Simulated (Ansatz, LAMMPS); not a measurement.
# Squeezing and shearing glassy 62SiO2-19Al2O3-19CaO (mol %) (118 atoms), part 2 of 4

How stiff is glassy 62SiO2-19Al2O3-19CaO (mol %) (118 atoms), and how do its levels respond to strain?

Ansatz 0.2.0; Kohn-Sham DFT, PBEsol, PAW (set soft_2), plane waves.

The cell: 23 Si, 14 Al, 7 Ca and 74 O. The quench rate of 50 K/ps is many orders above laboratory rates. The network of bonds at the start is that of the classical potential that made the cell. Only the Γ point is sampled.

So far. Step 2 (Single point at the start): The r.m.s. force at the start is 0.84 eV/Å. Step 3 (Cell and atoms relaxed): The relaxation converged after 15 steps, with a largest force component of 0.013 eV/Å.

### 4. Single point at the relaxed geometry

One more single point at the end of the walk gives the fuller output and checks the residual forces.

The input, input.yaml:

```yaml
crystal:
  lattice:
    - [11.58625, 0.02038, 0.03795]
    - [0.02038, 11.40431, -0.24351]
    - [0.03795, -0.24351, 11.61409]
  atoms:
    - { symbol: Si, position: [0.03941, 0.31526, 0.93988] }
    - { symbol: Si, position: [0.66642, 0.69582, 0.15574] }
    - { symbol: Si, position: [0.6037, 0.96653, 0.66667] }
    - { symbol: Si, position: [0.29251, 0.23393, 0.95247] }
    - { symbol: Si, position: [0.34454, 0.64178, 0.38349] }
    - { symbol: Si, position: [0.70556, 0.62131, 0.50738] }
    [... 106 atom lines left out ...]
    - { symbol: O, position: [0.36936, 0.19683, 0.64964] }
    - { symbol: O, position: [0.23718, 0.63547, 0.71005] }
    - { symbol: O, position: [0.65379, 0.73864, 0.84637] }
    - { symbol: O, position: [0.73912, 0.9415, 0.67051] }
    - { symbol: O, position: [0.50621, 0.45721, 0.07193] }
    - { symbol: O, position: [0.6072, 0.53551, 0.4502] }
kpoints:
  mp_grid: { grid: [1, 1, 1] }
hamiltonian:
  xc: pbesol
scf:
  occupations: { method: gaussian, width: 0.05 }
output:
  forces: true
  stress: true
  populations: true
  dos:
    method: { smearing: { sigma: 0.15 } }
    de: 0.1
    projected: { site_lists: { Al: [Al], Ca: [Ca], O: [O], Si: [Si] } }
  eigenvalues: true
  write_density: true
  write_potential: true
  volumetric_format: npy
  elf: true
```

The run is started by

```
ansatz run input.yaml --threads 4 --pin off --max-ram 8192MiB --backend cpu --events-out ev --progress --plain --runs-dir out
```

Numbers of over 12 decimals in the logs are rounded to 6 here.

Output:

```text
[...]
Crystal: 118 atoms, lattice volume = 1533.898 Å³
Basis set: ecut = 420 eV, 30005 PW (Γ), exchange–correlation on 160×160×160 points (8 copies of the dense FFT grid, shifted against one another)
Bands: 442, of which v1, the nominal top of the filled ones, is band 324 counted from 1 (323 counted from 0)
Symmetry: 1 space group operations
[...]
k-points: 1
[...]
SCF iter   1: F=—  HF=-75846.510172 eV  |F-HF|=—  |Δ(HF+E_count)|=         —  Δρ=1.18e-2  dr2=1.72e0  ethr=1.77e-3  ⟨swp⟩=7.0  Hψ=2271  notcnv=0  defer=97
[...]
SCF iter  10: F=-75846.025464 eV  HF=-75846.025464 eV  |F-HF|=2.68e-8  |Δ(HF+E_count)|=   6.14e-8  Δρ=1.07e-6  dr2=2.15e-8  ethr=1.54e-11  ⟨swp⟩=7.0  Hψ=2621  notcnv=0
SCF 1 converged in 10 iterations: F = -75846.025464 eV  dr2 = 2.15e-8
[...]
SCF converged after 10 iterations
Free energy (F): -75846.025464 eV
[...]
Internal energy: -75846.025464 eV  (E = F + TS)
E sigma→0 (E₀):  -75846.025464 eV
Fermi energy:    6.109127 eV
[...]
--- Forces (eV/Å), atoms counted from 1 ---
  atom   1  Si    -0.00558891     0.00436623    -0.00285513
  atom   2  Si     0.00369401     0.00640683    -0.00483222
  atom   3  Si    -0.00143121    -0.00444544    -0.00530101
  atom   4  Si     0.00614440     0.00111492    -0.00059194
  atom   5  Si    -0.00516848     0.00979411    -0.00920229
  atom   6  Si     0.00093395    -0.00355879    -0.00842581
  atom   7  Si     0.00163018     0.00198892     0.00758182
  atom   8  Si    -0.00093494    -0.00113457    -0.00317812
  atom   9  Si    -0.00238285     0.00587793    -0.00581099
  atom  10  Si     0.00118107     0.00241632    -0.00383528
  atom  11  Si     0.00397459    -0.00951666    -0.00852641
  atom  12  Si    -0.00057857    -0.00018903     0.00208565
  atom  13  Si    -0.00361207    -0.00091505    -0.01021531
  atom  14  Si     0.00520711     0.00615589    -0.00338313
[...]
atom 117  O     -0.00058693    -0.00215099    -0.00215805
  atom 118  O     -0.00314091    -0.00394680    -0.00216695
  max |Σ_I F_I| component: 9.21e-5 eV/Å
--- Stress (GPa, compression-positive) ---
       -0.004160       0.003404       0.002288
        0.003411      -0.017250      -0.026318
        0.002294      -0.026317       0.022141
  P = ⅓ Tr σ = 0.0002 GPa (0.002 kbar)
--- Band table (eV) ---
[...]
--- Löwdin populations: 118 sites ---
  site symbol       q [e]
     0     Si      2.2754
     1     Si      2.2635
     2     Si      2.2784
[...]
117      O      6.7603
  spilling = 0.012746 (of n_electrons = 648.000000)
```

Run time: 21 s. Hardware: 4 threads of Intel Xeon Platinum 8375C at 2.90GHz (Ice Lake), shared host; peak memory 2.4 GiB.

The run gave:

* free energy: -75846.0255 eV
* free energy per atom: -642.7629 eV/atom
* SCF cycles: 10
* pressure: 0.0002438 GPa
* r.m.s. force component: 0.00406 eV/Å
* longest force: 0.0144 eV/Å
* Fermi energy: 6.109 eV
* gap (highest filled to lowest empty level): 3.332 eV
* spilling of the projection: 0.01275

Löwdin charges by element and coordination (they lack the spilled electrons, 0.070 e an atom on average):

```
element  coordination  atoms  mean charge (e)  spread   least    most
     Al           all     14             1.31  0.0424    1.22    1.36
     Al             3      1             1.36       0    1.36    1.36
     Al             4     11             1.32  0.0289    1.27    1.36
     Al             5      2             1.23  0.0144    1.22    1.24
     Ca           all      7             1.80  0.0142    1.78    1.83
     Ca             4      1             1.83       0    1.83    1.83
     Ca             5      3             1.79  0.0057    1.78    1.80
     Ca             7      3             1.80  0.0072    1.79    1.81
      O           all     74           -0.835  0.0703   -1.03  -0.750
      O             2     35           -0.791  0.0328  -0.866  -0.750
      O             3     37           -0.868  0.0662   -1.02  -0.765
      O             4      2            -1.00  0.0235   -1.03  -0.980
     Si           all     23             1.70   0.039    1.61    1.76
```

States in the cell by windows of 1 eV, zero at the Fermi level; the larger projections on atomic orbitals stand beside the total:

```
from (eV)  to (eV)  total   O p  Si p  O s
      -18      -17    8.2   0.1   0.5  6.2
      -17      -13    0.0   0.0   0.0  0.0
      -13      -12    0.9   0.6   0.0  0.0
      -12      -11    7.9   5.2   0.4  0.4
      -11      -10   14.7  10.0   1.0  0.8
      -10       -9   17.9  12.7   1.9  0.7
       -9       -8   33.9  25.6   4.5  0.7
       -8       -7   41.8  32.4   4.3  1.2
       -7       -6   51.9  42.6   3.7  1.7
       -6       -5   75.7  66.3   2.8  1.8
       -5       -4   85.7  79.2   1.6  1.1
       -4       -3   77.0  72.8   0.9  0.6
       -3       -2   34.2  32.7   0.2  0.2
       -2       -1    2.3   2.2   0.0  0.0
       -1        1    0.0   0.0   0.0  0.0
        1        2    2.0   0.0   0.0  0.5
        2        3    2.4   0.2   0.1  0.3
        3        4   23.9   1.8   1.7  2.3
        4        5   43.4   3.1   5.5  3.7
```

Between -26 and -18 eV lie 182 more states.

The levels nearest the highest filled one (over half full), pooled over k-points and spins:

```
level less the highest filled one (eV)  occupation
                                -0.764           2
                                -0.674           2
                                -0.594           2
                                -0.522           2
                                -0.489           2
                                     0           2
                                  3.33           0
                                  4.53           0
                                  4.73           0
                                  4.78           0
                                  5.03           0
                                  5.07           0
```

Valence density in the bc plane at fractional x = 0.004, with atoms of Si and Al and Ca and O within 0.2 Å of it. It is the smooth field of the valence electrons, not physical close to the nuclei.

Ten steps, logarithmic in the rise over the least value, from '0' (0.0 e/Å³) to '9' (6.7 e/Å³), each cell a mean:
```
20001344433332111357764211257774
10013577643444432346653112345543
21113566544578753223332123322343
53111344323699963112211123433455
64200111112578753344421123433467
53100000001234323577642222222345
21000000000111113699853211111123
11000000000011112578742111001122
32100000000121111244322221112344
53100000012344321111111222223567
53111111124788631000011222223577
42223322235899731001332221112345
22345542234687521125776421111233
23456642123333210147998622222233
22344433333211111147998522222233
22222224676421233334554211111222
32111136899633467752111111111233
43100125898644689863101222112344
43100013455434578742113555322344
21000001223333444321124776531123
10000000124665321100124666421112
10000000147886310000112333223332
20000001247886310012322111235664
21000112245654211235653211247885
```
Columns run along b (11.4 Å), rows up along c (11.6 Å). Atoms in or near the plane, at fractional coordinates: Si at (0.87, 0.88), Al at (0.91, 0.16), Ca at (0.65, 0.42), O at (0.60, 0.72), O at (0.29, 0.29), O at (0.41, 0.85), O at (0.39, 0.52).

ELF in the bc plane at fractional x = 0.004, with atoms of Si and Al and Ca and O within 0.2 Å of it. It is the smooth field of the valence electrons, not physical close to the nuclei.

Ten even steps from '_' (0.00) to '@' (0.85), each cell a mean:
```
==..__..++##%%##**::::----::..__..++@@@@@@@@##::____--%%@@@@@@%%
..____::##@@@@@@@@==..--****++==..--##@@@@%%==..__..::==**##**--
--::__..**@@@@@@%%==--%%@@%%@@@@==__..==**==..__..::........----
%%**::__--##%%##==::==@@%%++%%@@++______....____..--==::..==%%%%
@@%%==____::--::..__==%%@@@@@@##::::++##**--____::==++----**@@@@
@@##==______________::++####++..::##@@@@@@**::..::----....==%%@@
==::..__________________________++@@%%**%%%%++........____..--==
..______________________________++@@@@@@@@##--....__________....
++==::________________......____..++####**::..::----..__::++****
@@##--____________..==######++::____....____::++**++::..==%%@@@@
%%++..____________--##@@%%@@@@**::__________::++**==....++%%@@@@
++....--====--....++@@%%++##@@##--____..----........____::==****
....==##%%%%##::__==%%@@@@@@%%**..__::##@@@@%%--__________..::::
..::**%%@@@@##::__..--==++++==..____++@@@@@@@@##....::..__::----
....==######==..--++==..____________==@@@@@@@@++..--==::..::----
......::--....++@@@@@@##::__::++##++::--**##++..__::::..__....::
++--..______==%%%%++##%%==::**@@@@@@##--__________________::==++
##**--____..**@@@@##@@@@====%%@@##@@@@**..__::====--..__::++####
##++--______==##%%%%%%++..==%%@@@@@@%%==__::##@@@@%%**::..--**##
==--..______..::::::----::::==******==____==%%@@@@@@@@==____..==
..______________..--##@@@@##--....________==##@@@@@@%%::________
..______________--##@@%%%%@@**::__________..--++**++--::==**++--
++::____________--##@@%%%%@@##::__..--++++--......__..++@@@@@@%%
##::____..::::::::==%%@@%%**--____==##@@@@%%++::____--##@@%%@@@@
```
Columns run along b (11.4 Å), rows up along c (11.6 Å). Atoms in or near the plane, at fractional coordinates: Si at (0.87, 0.88), Al at (0.91, 0.16), Ca at (0.65, 0.42), O at (0.60, 0.72), O at (0.29, 0.29), O at (0.41, 0.85), O at (0.39, 0.52).

Filled and empty levels are parted by 3.33 eV (at Γ alone); a semilocal functional tends to put such gaps too low. In a disordered cell it changes from sample to sample, and tail or defect levels can set it. Mean Löwdin charges: Al +1.31, Ca +1.80, O -0.83, Si +1.70 e (they miss 1.3 % of the electrons, so they add up to more than the cell's charge).

### 5. Volume -3 %

The relaxed cell is scaled evenly and the atoms are relaxed again; the stress at the end gives one point of P(V).

input.yaml, the sections that differ from step 4:

```yaml
crystal:
  lattice:
    - [11.46921, 0.02017, 0.03757]
    - [0.02017, 11.28911, -0.24105]
    - [0.03757, -0.24105, 11.49677]
  atoms:
    [... the 118 atom lines of step 4 ...]
output:
  forces: true
  eigenvalues: true
  stress: true
relax:
  f_tol: 0.05
  max_steps: 70
# kpoints, hamiltonian, scf: as in step 4
```

Output:

```text
Warning: output.stress: scf.convergence.dr2_threshold = 1e-7 eV (the SCF's general default) is looser than the 1.08e-8 eV advised for a printed stress (1e-10 eV for each atom of the cell: 118, of which 108 are counted). What an SCF threshold leaves in a stress goes as its square root, and in the free energy as the threshold itself, and one threshold admits the most on a small cell: [...]
[...]
Crystal: 118 atoms, lattice volume = 1487.882 Å³
Basis set: ecut = 420 eV, 29085 PW (Γ), exchange–correlation on 160×160×160 points (8 copies of the dense FFT grid, shifted against one another)
Bands: 442, of which v1, the nominal top of the filled ones, is band 324 counted from 1 (323 counted from 0)
Symmetry: 1 space group operations
[...]
k-points: 1
[...]
SCF iter   1: F=—  HF=-75845.756220 eV  |F-HF|=—  |Δ(HF+E_count)|=         —  Δρ=1.19e-2  dr2=1.67e0  ethr=1.77e-3  ⟨swp⟩=7.0  Hψ=2276  notcnv=0  defer=91
[...]
SCF iter   6: F=—  HF=-75845.279652 eV  |F-HF|=—  |Δ(HF+E_count)|=   1.29e-4  Δρ=5.76e-5  dr2=5.21e-5  ethr=6.38e-8  ⟨swp⟩=2.0  Hψ=550  notcnv=0  defer=114
SCF iter   7: F=-75845.279671 eV  HF=-75845.279667 eV  |F-HF|=3.57e-6  |Δ(HF+E_count)|=   1.51e-5  Δρ=1.92e-5  dr2=5.81e-6  ethr=8.04e-9  ⟨swp⟩=17.0  Hψ=2687  notcnv=0
SCF 1 converged in 7 iterations: F = -75845.279671 eV  dr2 = 5.81e-6
[...]
relax step   1: F+E_penalty+E_count = -75845.27967097 eV  Δ(F+E_penalty+E_count) = +0.000e0 eV  max|allowed force component| = 5.673e-1 eV/Å  Δτ_max = 0.0000 Å  (7 SCF iters, dr2 threshold 6.25e-5 eV, accepted)
[...]
relax step   2: F+E_penalty+E_count = -75845.51792067 eV  Δ(F+E_penalty+E_count) = -2.382e-1 eV  max|allowed force component| = 3.276e-1 eV/Å  Δτ_max = 0.0388 Å  (6 SCF iters, dr2 threshold 2.01e-5 eV, accepted)
[...]
relax step   3: F+E_penalty+E_count = -75845.69501426 eV  Δ(F+E_penalty+E_count) = -1.771e-1 eV  max|allowed force component| = 1.939e-1 eV/Å  Δτ_max = 0.0637 Å  (7 SCF iters, dr2 threshold 6.71e-6 eV, accepted)
relax step   4: F+E_penalty+E_count = -75845.53910725 eV  Δ(F+E_penalty+E_count) = +1.559e-1 eV  max|allowed force component| = 5.317e-1 eV/Å  Δτ_max = 0.2000 Å  (7 SCF iters, dr2 threshold 1.25e-5 eV, rejected (line search))
relax step   5: F+E_penalty+E_count = -75845.74184171 eV  Δ(F+E_penalty+E_count) = -4.683e-2 eV  max|allowed force component| = 1.061e-1 eV/Å  Δτ_max = 0.0593 Å  (10 SCF iters, accepted)
relax step   6: F+E_penalty+E_count = -75845.74779574 eV  Δ(F+E_penalty+E_count) = -5.954e-3 eV  max|allowed force component| = 5.438e-2 eV/Å  Δτ_max = 0.0614 Å  (7 SCF iters, dr2 threshold 3.37e-6 eV, accepted)
relax step   7: F+E_penalty+E_count = -75845.75096367 eV  Δ(F+E_penalty+E_count) = -3.168e-3 eV  max|allowed force component| = 7.816e-2 eV/Å  Δτ_max = 0.0200 Å  (8 SCF iters, accepted)
[...]
relax step   8: F+E_penalty+E_count = -75845.75270066 eV  Δ(F+E_penalty+E_count) = -1.737e-3 eV  max|allowed force component| = 3.759e-2 eV/Å  Δτ_max = 0.0160 Å  (7 SCF iters, accepted)
SCF converged after 7 iterations
Free energy (F): -75845.752701 eV
[...]
Internal energy: -75845.752701 eV  (E = F + TS)
E sigma→0 (E₀):  -75845.752701 eV
Fermi energy:    6.476310 eV
[...]
Σ components = -75845.752701   (vs F -75845.752701, Δ=0.00e0)
--- Forces (eV/Å), atoms counted from 1 ---
  atom   1  Si     0.00354842     0.00050911     0.00063751
  atom   2  Si     0.00121942     0.00541781     0.00336711
  atom   3  Si     0.00004550    -0.00795306    -0.00244212
  atom   4  Si    -0.00567330    -0.00562801     0.01187934
[...]
atom 118  O     -0.00151395    -0.00133493    -0.00056775
  max |Σ_I F_I| component: 1.53e-4 eV/Å
--- Stress (GPa, compression-positive) ---
        1.891776       0.018091      -0.250213
        0.018099       2.025592      -0.176981
       -0.250208      -0.176980       1.860526
  P = ⅓ Tr σ = 1.9260 GPa (19.260 kbar)
--- Band table (eV) ---
[...]
--- Relaxed structure (8 steps of the walk, 7 accepted, 0 SCFs on fresh bases) ---
  F+E_penalty+E_count = -75845.75270066 eV   max|allowed force component| = 3.759e-2 eV/Å
  atoms:
    - { symbol: Si, position: [0.038288, 0.317061, 0.937354] }
    - { symbol: Si, position: [0.666928, 0.696733, 0.157035] }
    - { symbol: Si, position: [0.605412, 0.967821, 0.667653] }
    - { symbol: Si, position: [0.290575, 0.233855, 0.948544] }
[...]
- { symbol: O, position: [0.604459, 0.533464, 0.454152] }
```

Elapsed: 1.8 min, on 4 threads; peak memory 2.4 GiB; 6.6 min of CPU time.

The program notes that the SCF threshold is loose for the stress.

The relaxation converged after 8 steps, 0.473 eV below its start, with a largest force component of 0.038 eV/Å.

Volume -3 %: the energy stands 0.273 eV above that of the reference, at a pressure of 1.93 GPa.

### 6. Volume +3 %

The relaxed cell is scaled to another volume.

Input and log are left out; they have the form of those shown for this kind of step.

Elapsed: 1.8 min, on 4 threads of Intel Xeon Platinum 8375C at 2.90GHz (Ice Lake), shared host; peak memory 2.5 GiB; 6.9 min of CPU time.

The relaxation converged after 8 steps, 0.418 eV below its start, with a largest force component of 0.043 eV/Å.

Volume +3 %: the energy stands 0.251 eV above that of the reference, at a pressure of -1.73 GPa.

(Part 2 of 4 ends here.)

[Logs are printed without paths, hosts, clocks, repeated set-up lines and the standing remarks that a program may print on its own settings, such as how far it seeks lower states.]

[Hosts, paths, dates, database ids (printed as entryN), source tags and the programs' standing remarks are cut or masked in the printed files.]
